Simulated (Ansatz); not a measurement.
# What Ti2NO2 monolayer distorts into

Aim: this structure of Ti2NO2 monolayer is to be tested for unstable modes, and one is followed downhill.

Calculated with Ansatz 0.2.0; DFT PBEsol, scalar-relativistic, plane waves, PAW; PAW set soft_1.

**1. Set-up**

The cell holds 5 atoms: 1 N, 2 Ti and 2 O. Its edges and angles: a = 2.964 Å, b = 2.964 Å, c = 32.600 Å, α = 90.0°, β = 90.0°, γ = 120.0°. Vacuum lies along c.

**2. Phonons on a q mesh**

The cell comes from relaxations at this level that are not shown. Stability and thermal properties need the whole zone. Linear response on a 4×4×1 q mesh gives force constants as far as a supercell of that size would.

Contents of input.yaml:

```yaml
crystal:
  lattice:
    - [2.9638609372, 0.0, 0.0]
    - [-1.4819304686, 2.5667788649, 0.0]
    - [0.0, 0.0, 32.6]
  atoms:
    - { symbol: "N", position: [0.0, 0.0, 0.3067484663] }
    - { symbol: Ti, position: [0.3333333333, 0.6666666667, 0.3451693486] }
    - { symbol: Ti, position: [0.6666666667, 0.3333333333, 0.2683275839] }
    - { symbol: O, position: [0.6666666667, 0.3333333333, 0.3741201157] }
    - { symbol: O, position: [0.3333333333, 0.6666666667, 0.2393768169] }
  periodic: [true, true, false]
kpoints:
  mp_grid: { grid: [20, 20, 1] }
hamiltonian:
  xc: pbesol
  pseudopotentials: { kind: paw, azcp: { folder: soft_1 }, xc_functional: pbe }
scf:
  occupations: { method: methfessel_paxton, width: 0.2 }
output:
  eigenvalues: true
phonons:
  method: dfpt
  qmesh: [4, 4, 1]
  temperatures: { t_max: 1000, t_step: 50 }
  qpath:
    path:
      - [0.0, 0.0, 0.0]
      - [0.5, 0.0, 0.0]
      - [0.33333333, 0.33333333, 0.0]
      - [0.0, 0.0, 0.0]
    npoints: 10
```

Launch:

```bash
ansatz run input.yaml --threads 4 --pin off --max-ram 16384MiB --backend cpu --events-out ev --progress --plain --runs-dir out
```

Numbers of over 12 decimals in the logs are rounded to 6 here.

The program printed:

```text
Warning: crystal.symmetry: narrowed to the stabiliser of the run's FFT grids — unitary ops 12 → 6. A phonons.method: dfpt run fills in the rows of the dynamical matrix that it does not solve by its symmetry operations, which is exact only for operations that map its FFT grids onto themselves: filled in by any other, the frequencies could depend on the order in which like atoms are typed, or, by more than the grids' own error, on where the crystal sits among the grids' points. Excluded: 6 operations. The run can therefore solve more perturbations, solve them on more k-points, or both, and cost more. [rest of the remark cut]
Engine: ansatz 0.2.0, aarch64-unknown-linux-gnu
Pseudopotentials: kind: paw
Pseudopotential: N, paw, valence charge 5, recommended cutoff 420 eV (normal), soft_1/N.paw.azcp
Pseudopotential: Ti, paw, valence charge 12, recommended cutoff 420 eV (normal), soft_1/Ti.paw.azcp
Pseudopotential: O, paw, valence charge 6, recommended cutoff 420 eV (normal), soft_1/O.paw.azcp
Functional definition: PBEsol
  exchange = pbesol_x
  correlation = pbesol_c
Crystal: 5 atoms, lattice volume = 248.007 Å³
Basis set: ecut = 420 eV, 4729 PW (Γ), exchange–correlation on 40×40×450 points (8 copies of the dense FFT grid, shifted against one another)
Bands: 26, of which v1, the nominal top of the filled ones, is band 21 counted from 1 (20 counted from 0)
Symmetry: 12 space group operations
k-points: 44 of 400 (irreducible under 6 space group operations, time reversal used)
Non-local potential: N, projectors of the file, l = 0: 2, l = 1: 2, l = 2: 1
Non-local potential: Ti, projectors of the file, l = 0: 3, l = 1: 2, l = 2: 3, l = 3: 1
Non-local potential: O, projectors of the file, l = 0: 2, l = 1: 2, l = 2: 1
PAW form: soft (Blöchl's): semilocal exchange-correlation on the pseudo side does not see the compensation charge
PAW frozen core: N, regenerated for the run's functional, and the local potential with it (the file was generated under x = pbe(κ = 0.804, μ = 0.219515), c = pbe(β = 0.066725))
PAW frozen core: Ti, regenerated for the run's functional, and the local potential with it (the file was generated under x = pbe(κ = 0.804, μ = 0.219515), c = pbe(β = 0.066725))
PAW frozen core: O, regenerated for the run's functional, and the local potential with it (the file was generated under x = pbe(κ = 0.804, μ = 0.219515), c = pbe(β = 0.066725))
PAW one-centre angular grid: N, 110 points (default); XC on 64 Gauss nodes
PAW one-centre angular grid: Ti, 590 points (default); XC on 64 Gauss nodes
PAW one-centre angular grid: O, 110 points (default); XC on 64 Gauss nodes
Initial density: superposition of atomic densities (neutral atoms: chi_scale 0, normalization atom)
Initial wavefunctions: pseudopotential atomic-orbital guess
Functional: x = pbesol(κ = 0.804, μ = 0.123457), c = pbesol(β = 0.046)
SCF iter   1: F=—  HF=-6461.512425 eV  |F-HF|=—  |Δ(HF+E_count)|=         —  Δρ=9.49e-2  dr2=2.47e1  ethr=3.10e-3  ⟨swp⟩=9.3  Hψ=7924  notcnv=0
preconditioner: auto → LDOS  [metal: Δε(μ)=0.022 eV  Ē_g=11.876 eV  σ=0.200 eV  W_gap=0.09  n_scr=20 (ndim 8)  ℏωp=11.8 eV  f_vac=0.760  D(μ)=1.46/eV (n_scr^D=10)  β→1.0]
SCF iter   2: F=—  HF=-6462.057345 eV  |F-HF|=—  |Δ(HF+E_count)|=   5.45e-1  S|Δr|=    0.00e0  Δρ=1.31e-1  dr2=4.12e1  ethr=3.10e-3  ⟨swp⟩=6.2  Hψ=4208  notcnv=0  defer=29
SCF iter   3: F=—  HF=-6455.585240 eV  |F-HF|=—  |Δ(HF+E_count)|=    6.47e0  S|Δr|=    0.00e0  Δρ=1.92e-2  dr2=5.53e-1  ethr=3.10e-3  ⟨swp⟩=5.3  Hψ=3906  notcnv=0
SCF iter   4: F=—  HF=-6455.463370 eV  |F-HF|=—  |Δ(HF+E_count)|=   1.22e-1  S|Δr|=    0.00e0  Δρ=5.39e-3  dr2=3.81e-2  ethr=1.35e-3  ⟨swp⟩=3.2  Hψ=2861  notcnv=0  defer=16
SCF iter   5: F=—  HF=-6455.458732 eV  |F-HF|=—  |Δ(HF+E_count)|=   4.64e-3  S|Δr|=    0.00e0  Δρ=2.51e-3  dr2=1.68e-2  ethr=9.30e-5  ⟨swp⟩=3.3  Hψ=2643  notcnv=0  defer=17
SCF iter   6: F=—  HF=-6455.456504 eV  |F-HF|=—  |Δ(HF+E_count)|=   2.23e-3  S|Δr|=    0.00e0  Δρ=6.33e-4  dr2=1.06e-3  ethr=4.09e-5  ⟨swp⟩=2.6  Hψ=1955  notcnv=0  defer=17
SCF iter   7: F=—  HF=-6455.456351 eV  |F-HF|=—  |Δ(HF+E_count)|=   1.53e-4  S|Δr|=    0.00e0  Δρ=1.45e-4  dr2=6.27e-5  ethr=2.60e-6  ⟨swp⟩=3.2  Hψ=2460  notcnv=0  defer=17
SCF iter   8: F=—  HF=-6455.456342 eV  |F-HF|=—  |Δ(HF+E_count)|=   8.42e-6  S|Δr|=    0.00e0  Δρ=7.45e-5  dr2=7.84e-6  ethr=1.53e-7  ⟨swp⟩=4.1  Hψ=2885  notcnv=0  defer=17
SCF iter   9: F=—  HF=-6455.456340 eV  |F-HF|=—  |Δ(HF+E_count)|=   2.59e-6  S|Δr|=    0.00e0  Δρ=2.29e-5  dr2=1.11e-6  ethr=1.91e-8  ⟨swp⟩=2.8  Hψ=2300  notcnv=0  defer=17
SCF iter  10: F=—  HF=-6455.456336 eV  |F-HF|=—  |Δ(HF+E_count)|=   3.89e-6  S|Δr|=    0.00e0  Δρ=8.40e-6  dr2=2.58e-7  ethr=2.70e-9  ⟨swp⟩=3.3  Hψ=2556  notcnv=0  defer=17
SCF iter  11: F=—  HF=-6455.456336 eV  |F-HF|=—  |Δ(HF+E_count)|=   1.86e-8  S|Δr|=    0.00e0  Δρ=1.10e-6  dr2=1.77e-9  ethr=6.29e-10  ⟨swp⟩=3.4  Hψ=2275  notcnv=0  defer=17
SCF iter  12: F=—  HF=-6455.456336 eV  |F-HF|=—  |Δ(HF+E_count)|=   1.70e-8  S|Δr|=    0.00e0  Δρ=5.24e-7  dr2=4.00e-10  ethr=4.31e-12  ⟨swp⟩=3.9  Hψ=2966  notcnv=0  defer=17
SCF iter  13: F=—  HF=-6455.456336 eV  |F-HF|=—  |Δ(HF+E_count)|=  9.93e-10  S|Δr|=    0.00e0  Δρ=1.32e-7  dr2=2.19e-11  ethr=1.00e-12  ⟨swp⟩=3.2  Hψ=2530  notcnv=0  defer=17
SCF iter  14: F=-6455.456336 eV  HF=-6455.456336 eV  |F-HF|=6.37e-12  |Δ(HF+E_count)|=  6.30e-10  S|Δr|=    0.00e0  Δρ=1.92e-8  dr2=6.02e-13  ethr=1.00e-12  ⟨swp⟩=15.9  Hψ=9773  notcnv=0
SCF 1 converged in 14 iterations: F = -6455.456336 eV  dr2 = 6.02e-13
  greatest PAW one-centre occupation: 0.998 electrons in one spin orbital (limit 2), on the Ti atom at site 2 (counted from 0), in its partial waves of l = 0
phonons: the bands overlap, so this run is a metal and interpolates without the dipole-dipole term. If the crystal is really an insulator or semiconductor, its LO-TO splitting is missing
NSCF: frozen V_eff on 44 k-points
NSCF: frozen V_eff on 111 k-points
DFPT response loops at q = (0, 0, 0) (fractional): preconditioner auto → none (partly filled bands, converged f_vac=0.778); β = 0.50; Broyden in place of MSR1
NSCF: frozen V_eff on 420 k-points
DFPT response loops at q = (0, 0.25, 0) (fractional): mixed as the last ones told, above
NSCF: frozen V_eff on 222 k-points
DFPT response loops at q = (0, -0.5, 0) (fractional): mixed as the last ones told, above
NSCF: frozen V_eff on 800 k-points
DFPT response loops at q = (0.25, 0.25, 0) (fractional): mixed as the last ones told, above
SCF converged after 14 iterations
Stability not checked: this state was not tested for a lower state beside it, because cold or Methfessel-Paxton smearing, or corrected tetrahedra, fill the levels in a way that the test cannot read (fill_not_monotonic; see scf.lower_state_search)
Free energy (F): -6455.456336 eV
Harris-Foulkes:  -6455.456336 eV  (|F-HF|=6.37e-12)
Internal energy: -6455.447577 eV  (E = F + TS)
E sigma→0 (E₀):  -6455.454146 eV
Entropy (-TS):   -0.008758 eV (-1.752 meV/atom)
Fermi energy:    -5.821465 eV
--- Per-component energies (eV) ---
  E_band       = -1076.418629
  E_kinetic    = 1026.228348
  E_local      = -128757.819747  (includes V_loc(G=0)·N_el)
  E_nonlocal   = 260.350830
  E_hartree    = 63696.509114
  E_xc         = -433.290531
  E_vxc        = -549.731421  (∫ρ·V_xc dr)
  E_paw        = -2468.246724  (= ΣΔE_a)
  E_vpaw       = -448.467066  (= ΣTr[D̂ρ^β])
  E_aug_tail   = 0.002235  (compensation charges beyond the density's cutoff)
  E_ewald      = 60220.441454
  E_core_change = 0.377444  (= ΣΔE_core)
  E_smearing   = -0.008758  (= −TS)
  E_closure    = -0.000000  (closes the sum)
  Σ components = -6455.456336   (vs F -6455.456336, Δ=0.00e0)
--- Band table (eV; the first three rows and the last of 44) ---
  k-point 0: bands = [... 17 lower, -8.6227, -8.0852, -8.0852, -5.7900, -5.7900, -5.0030, -4.7939, -4.7939, ... 1 higher]
  k-point 1: bands = [... 17 lower, -8.5475, -8.2922, -8.1863, -5.7304, -5.6817, -5.1172, -4.7900, -4.6469, ... 1 higher]
  k-point 2: bands = [... 17 lower, -8.8206, -8.4310, -8.3862, -5.7095, -5.4294, -5.1397, -4.7581, -4.4430, ... 1 higher]
  k-point 43: bands = [... 17 lower, -10.2288, -9.7129, -9.5777, -5.2342, -4.7667, -4.7458, -3.9297, -3.8025, ... 1 higher]
--- Phonons (Γ-DFPT): 10 representative perturbations + reference (Σ response iterations 54) ---
  ASR residual: 2.034e-5 → 0.000e0 eV/Å²; symmetrization residual: 3.692e-6 eV/Å²
  The last average, over the group as it would stand without the narrowing to the FFT grids, took up to 2.907e-6 eV/Å² of the zone centre's force constants
  ASR residual per site (eV/Å²): 6.90e-6 6.04e-6 8.70e-6 2.03e-5 1.99e-5
  Γ frequencies (cm⁻¹): -110.16 -110.16 0.00 0.00 0.00 242.72 242.72 295.70 350.88 350.88 501.57 501.57 596.22 606.41 665.58
--- Phonons (arbitrary-q DFPT): 4 irreducible q on the 4×4×1 mesh ---
  q = [0.0000, 0.0000, 0.0000] (star 1, of the zone-centre solve; hermiticity 2.66e-7, symmetrization 2.14e-13, taken by the last average 1.05e-7): -110.16 -110.16 -0.00 -0.00 -0.00 242.72 242.72 295.70 350.88 350.88 501.57 501.57 596.22 606.41 665.58
  q = [0.0000, 0.2500, 0.0000] (star 6, 15 solved perturbations on 210 of 400 k-point pairs; hermiticity 7.20e-7, symmetrization 2.09e-8, taken by the last average 1.59e-7): -224.65 -88.22 122.50 164.00 235.61 243.91 282.90 342.71 357.59 373.97 479.12 480.84 558.56 559.84 628.09
  q = [0.0000, -0.5000, 0.0000] (star 3, 15 solved perturbations on 111 of 400 k-point pairs; hermiticity 6.77e-5, symmetrization 3.88e-5, taken by the last average 8.50e-7): 54.31 193.46 196.25 228.85 299.80 346.86 385.83 391.09 404.06 416.34 486.94 525.33 534.07 553.47 632.72
  q = [0.2500, 0.2500, 0.0000] (star 6, 10 solved perturbations in 3050 linear systems a pass and spin channel, the states on 400 of 400 k-point pairs; hermiticity 2.28e-7, symmetrization 7.05e-11, taken by the last average 1.73e-7): -195.38 77.88 219.50 223.10 278.22 297.22 391.30 406.57 427.52 438.20 479.50 530.81 539.95 548.67 610.01
  sum rule: each row above includes the acoustic sum rule's correction from the zone centre's row sums; it moved no ω² by more than (0.59 cm⁻¹)²
  mesh force constants: q→R imaginary residual 2.78e-18; ASR residual 2.034e-5 → 0.000e0 eV/Å²; symmetrization residual 5.329e-15 eV/Å²
  interpolated dispersion: 31 rows × 15 modes
  density of states and harmonic sums: on the 24×24×1 q-mesh, interpolated from the force constants of a 4×4×1 supercell (no non-analytic term)
  largest difference from the sums on the solved wave vectors: F 5.54e-2 eV, S 7.70e-5 and C_V 2.47e-5 eV/K
  zero-point energy: 0.322011 eV/cell   skipped modes (ω ≤ 0): 75, of them read as no rigid motion or as one in doubt: 72 (1.181e0 modes/cell left out, lowest -250.16 cm⁻¹)   left out of the sums: 7.91e-2 of the cell's modes: C_V's classical limit lies that fraction below 3 k_B per atom; for a crystal, a wire or a layer, F and S can be off by more, and a phonons.interpolated_qmesh denser along its periods is the remedy for the sampling
```

Wall time 28 min (4 threads of Arm Neoverse V1, shared host); peak memory 5.2 GiB.

In the SCF lines HF is the Harris–Foulkes energy and dr2 the Hartree energy of the density residual, in eV; the loop may stop once dr2 is under the threshold and the program's other checks hold. Hψ counts applications of the Hamiltonian.

This run has no spin polarisation, although Ti can carry a moment.

Numbers from this step:

| Property | Result |
| --- | --- |
| gap on the k-mesh | 0 eV |
| sum-rule residual before enforcement | 2.03e-5 eV/Å² |
| lowest frequency on the path | -250.2 cm⁻¹ |
| point group | -3m |
| highest frequency on the path or at a solved wavevector | 665.6 cm⁻¹ |
| area per atom | 1.522 Å² |
| highest optical mode at the zone centre (no LO-TO term) | 665.6 cm⁻¹ |
| lowest optical zone-centre mode | -110.2 cm⁻¹ |
| lowest mode on the q mesh (acoustic modes at Γ apart) | -224.7 cm⁻¹ |

Frequencies (cm⁻¹) solved at each irreducible wavevector; negative means imaginary. Frequencies by wavevector, by row:

| q in reciprocal lattice units | star | mode 1 | mode 2 | mode 3 | mode 4 | mode 13 | mode 14 | mode 15 |
| --- | --- | --- | --- | --- | --- | --- | --- | --- |
| 0 0 0 | 1 | -110.2 | -110.2 | 0 | 0 | 596.2 | 606.4 | 665.6 |
| 0 0.25 0 | 6 | -224.7 | -88.2 | 122.5 | 164 | 558.6 | 559.8 | 628.1 |
| 0 -0.5 0 | 3 | 54.3 | 193.5 | 196.2 | 228.8 | 534.1 | 553.5 | 632.7 |
| 0.25 0.25 0 | 6 | -195.4 | 77.9 | 219.5 | 223.1 | 540 | 548.7 | 610 |

Interpolated from a 4×4×1 q mesh. The phonon branches at the labelled points (cm⁻¹):

| point | branch 1 | branch 2 | branch 3 | branch 4 | branch 12 | branch 13 | branch 14 | branch 15 |
| --- | --- | --- | --- | --- | --- | --- | --- | --- |
| Γ | -110 | -110 | 0 | 0 | 502 | 596 | 606 | 666 |
| halfway | -225 | -88 | 122 | 164 | 481 | 559 | 560 | 628 |
| M | 54 | 194 | 196 | 229 | 525 | 534 | 554 | 633 |
| halfway | -130 | 167 | 196 | 220 | 529 | 535 | 553 | 618 |
| K | 48 | 111 | 111 | 248 | 520 | 540 | 540 | 604 |
| halfway | -250 | 120 | 124 | 144 | 499 | 551 | 556 | 623 |
| Γ | -110 | -110 | 0 | 0 | 502 | 596 | 606 | 666 |

Symmetry leaves 4 wavevectors to solve. The lowest mode among them, the acoustic zeros apart, lies at q = (0, 0.25, 0) and is imaginary, 224.7i cm⁻¹, so the energy falls along it. Between them the interpolated path dips to 250i cm⁻¹.

**3. The mode frozen in, largest atomic shift 0 Å**

The mode followed lies at Γ with frequency 110.2i cm⁻¹ and is 2-fold degenerate, one of the unstable modes though not the softest. At small amplitude the distorted cell has space group no. 12 by a symmetry search on the positions. The undistorted cell that holds it gives the zero of energy on the same k mesh.

input.yaml, the sections that differ from step 2:

```yaml
kpoints:
  mp_grid: { grid: [18, 18, 1] }
output:
  forces: true
  stress: true
  eigenvalues: true
# crystal, hamiltonian, scf: as in step 2
# phonons: removed
```

The program printed:

```text
[...]
Crystal: 5 atoms, lattice volume = 248.007 Å³
Basis set: ecut = 420 eV, 4729 PW (Γ), exchange–correlation on 40×40×450 points (8 copies of the dense FFT grid, shifted against one another)
Bands: 26, of which v1, the nominal top of the filled ones, is band 21 counted from 1 (20 counted from 0)
Symmetry: 12 space group operations
[...]
k-points: 37 of 324
[...]
k-point 0: bands = [... 17 lower, -8.6229, -8.0855, -8.0855, -5.7904, -5.7904, -5.0033, -4.7943, -4.7943, ... 1 higher]
  k-point 1: bands = [... 17 lower, -8.5335, -8.3365, -8.2085, -5.7216, -5.6587, -5.1304, -4.7890, -4.6244, ... 1 higher]
  k-point 2: bands = [... 17 lower, -8.9591, -8.4948, -8.3593, -5.7279, -5.3688, -5.1145, -4.7419, -4.4008, ... 1 higher]
  k-point 36: bands = [... 17 lower, -10.2608, -9.6492, -9.6492, -5.2005, -4.7769, -4.7769, -3.9226, -3.7884, ... 1 higher]
[key lines of the parts left out:]
SCF converged after 11 iterations
Free energy (F): -6455.456383 eV
Fermi energy:    -5.821955 eV
P = ½ c Tr σ = -0.0012 N/m
```

It took 5.9 s on 4 threads; peak memory 0.65 GiB; 23 s of CPU time.

This run has no spin polarisation although its electron count is odd.

This step gave:

* energy from the undistorted cell: 0 meV/atom

**4. The mode frozen in, largest atomic shift 0.08 Å**

The atoms are moved along the unstable eigenvector, the largest shift by 0.08 Å, with the cell fixed.

input.yaml, the sections that differ from step 3:

```yaml
crystal:
  lattice:
    - [2.9638609372, 0.0, 0.0]
    - [-1.4819304686, 2.5667788649, 0.0]
    - [0.0, 0.0, 32.6]
  atoms:
    - { symbol: "N", position: [0.0, 0.0, 0.3067484663] }
    - { symbol: Ti, position: [0.3645008021, 0.682250401, 0.3451693486] }
    - { symbol: Ti, position: [0.6354991979, 0.317749599, 0.2683275839] }
    - { symbol: O, position: [0.652500942, 0.326250471, 0.3741201157] }
    - { symbol: O, position: [0.347499058, 0.673749529, 0.2393768169] }
  periodic: [true, true, false]
# kpoints, hamiltonian, scf, output: as in step 3
```

The program printed:

```text
[...]
Crystal: 5 atoms, lattice volume = 248.007 Å³
Basis set: ecut = 420 eV, 4729 PW (Γ), exchange–correlation on 40×40×450 points (8 copies of the dense FFT grid, shifted against one another)
Bands: 26, of which v1, the nominal top of the filled ones, is band 21 counted from 1 (20 counted from 0)
Symmetry: 4 space group operations
[...]
k-points: 91 of 324
[...]
k-point 0: bands = [... 17 lower, -8.5869, -8.2155, -8.0307, -5.8067, -5.4801, -4.9091, -4.6217, -4.4811, ... 1 higher]
  k-point 1: bands = [... 17 lower, -8.5396, -8.3274, -8.2321, -5.7414, -5.4563, -4.9028, -4.5360, -4.4533, ... 1 higher]
  k-point 2: bands = [... 17 lower, -8.9260, -8.5930, -8.2805, -5.7633, -5.3260, -4.7518, -4.5019, -4.2575, ... 1 higher]
  k-point 90: bands = [... 17 lower, -10.3847, -9.2370, -9.1443, -5.7705, -4.4903, -3.9241, -3.7205, -3.6531, ... 1 higher]
[key lines of the parts left out:]
SCF converged after 10 iterations
Free energy (F): -6455.459312 eV
Fermi energy:    -5.700256 eV
P = ½ c Tr σ = 1.1037 N/m
```

It took 13 s on 4 threads; peak memory 0.82 GiB; 50 s of CPU time.

Numbers from this step:

```
energy from the undistorted cell : -0.968 meV/atom
```

The energy, extrapolated to zero smearing, is -0.97 meV/atom against the undistorted cell.

**5. Energy along the mode, all amplitudes (two of the runs are shown above)**

An imaginary frequency means negative curvature, so the energy should fall and then rise again as anharmonic terms take over.

Numbers from this step:

| Quantity | Value |
| --- | --- |
| depth at the lowest point sampled | 0.968 meV/atom |
| largest atomic shift at that point | 0.08 Å |

Energy from the parent against largest shift of an atom, one sign:

| largest shift of an atom, one sign (Å) | energy from the parent (meV/atom) |
| --- | --- |
| 0.0000 | 0 |
| 0.0400 | -0.881 |
| 0.0800 | -0.968 |
| 0.1400 | 11.0 |

Displacement at unit largest shift by atom:

| atom | x (Å) | y (Å) | z (Å) | size |
| --- | --- | --- | --- | --- |
| N1 | 0.000 | 0.000 | 0.000 | 0.000 |
| Ti2 | 0.866 | 0.500 | 0.000 | 1.000 |
| Ti3 | -0.866 | -0.500 | 0.000 | 1.000 |
| O4 | -0.394 | -0.227 | 0.000 | 0.455 |
| O5 | 0.394 | 0.227 | 0.000 | 0.455 |

The lowest of the steps tried is at 0.08 Å, 0.968 meV/atom below the parent; the bottom of the well need not coincide with a step.

(Part 1 of 3 ends here.)

[Logs are printed without paths, hosts, clocks, repeated set-up lines and the standing remarks that a program may print on its own settings, such as how far it seeks lower states.]

[Hosts, paths, dates, database ids (printed as entryN), source tags and the programs' standing remarks are cut or masked in the printed files.]
